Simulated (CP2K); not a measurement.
Two runs for the C K edge of 3-hydroxythiophene. Run A: CP2K XAS_TDP, all-electron GAPW, PBEh(45%), aug-cc-pVDZ, TDA, no relativity. Run B differs in one setting.

First lines with a strength over 0.0015. A:

| atom | energy (eV) | states | strength, one atom |
| --- | --- | --- | --- |
| C2 (bonded to 2 C and O) | 283.57 | 1 | 0.0544 |
|  | 285.49 | 1 | 0.0120 |
|  | 285.60 | 1 | 0.0097 |
|  | 286.53 | 1 | 0.0058 |
|  | 286.97 | 1 | 0.0034 |
| C3 (bonded to 2 C and H) | 281.86 | 1 | 0.0419 |
|  | 284.11 | 1 | 0.0101 |
|  | 284.70 | 1 | 0.0097 |
|  | 284.83 | 1 | 0.0034 |
|  | 285.41 | 1 | 0.0053 |
| C4 (bonded to C, S and H) | 281.86 | 1 | 0.0512 |
|  | 284.58 | 1 | 0.0268 |
|  | 285.00 | 1 | 0.0128 |
|  | 285.65 | 1 | 0.0090 |
|  | 286.70 | 1 | 0.0040 |
| C6 (bonded to C, S and H) | 282.07 | 1 | 0.0433 |
|  | 284.01 | 1 | 0.0271 |
|  | 284.88 | 1 | 0.0129 |
|  | 285.26 | 1 | 0.0037 |
|  | 285.75 | 1 | 0.0051 |

B:

| atom | energy (eV) | states | strength, one atom |
| --- | --- | --- | --- |
| C2 (bonded to 2 C and O) | 277.86 | 1 | 0.0225 |
|  | 278.83 | 1 | 0.0029 |
|  | 279.14 | 1 | 0.0326 |
|  | 279.59 | 1 | 0.0017 |
|  | 280.18 | 1 | 0.0031 |
| C3 (bonded to 2 C and H) | 276.09 | 1 | 0.0262 |
|  | 277.44 | 1 | 0.0033 |
|  | 277.96 | 1 | 0.0027 |
|  | 278.20 | 1 | 0.0124 |
|  | 278.63 | 1 | 0.0039 |
| C4 (bonded to C, S and H) | 276.32 | 1 | 0.0400 |
|  | 278.17 | 1 | 0.0062 |
|  | 278.37 | 1 | 0.0041 |
|  | 278.88 | 1 | 0.0145 |
|  | 279.28 | 1 | 0.0019 |
| C6 (bonded to C, S and H) | 276.29 | 1 | 0.0309 |
|  | 277.67 | 1 | 0.0079 |
|  | 278.20 | 1 | 0.0062 |
|  | 278.40 | 1 | 0.0043 |
|  | 278.64 | 1 | 0.0031 |

Question: Which was it: scalar relativity switched on, GW2X switched on, the functional, the basis?

The functional (functional from PBEh(45%) to PBE0; the lines alone don't name the new value). A functional moves all lines by electronvolts and changes their spacings and strengths. Against PBEh(45%) in aug-cc-pVDZ, the leading lines move by -5.71 eV (C2, to 277.86), -5.77 eV (C3, to 276.09), -5.54 eV (C4, to 276.32) and -5.78 eV (C6, to 276.29); the strength of C2's goes from 0.0544 to 0.0225. The next line of C2 over the strength cut lies 0.97 eV higher, against 1.92.

[Hosts, paths, dates, database ids (printed as entryN), source tags and the programs' standing remarks are cut or masked in the printed files.]
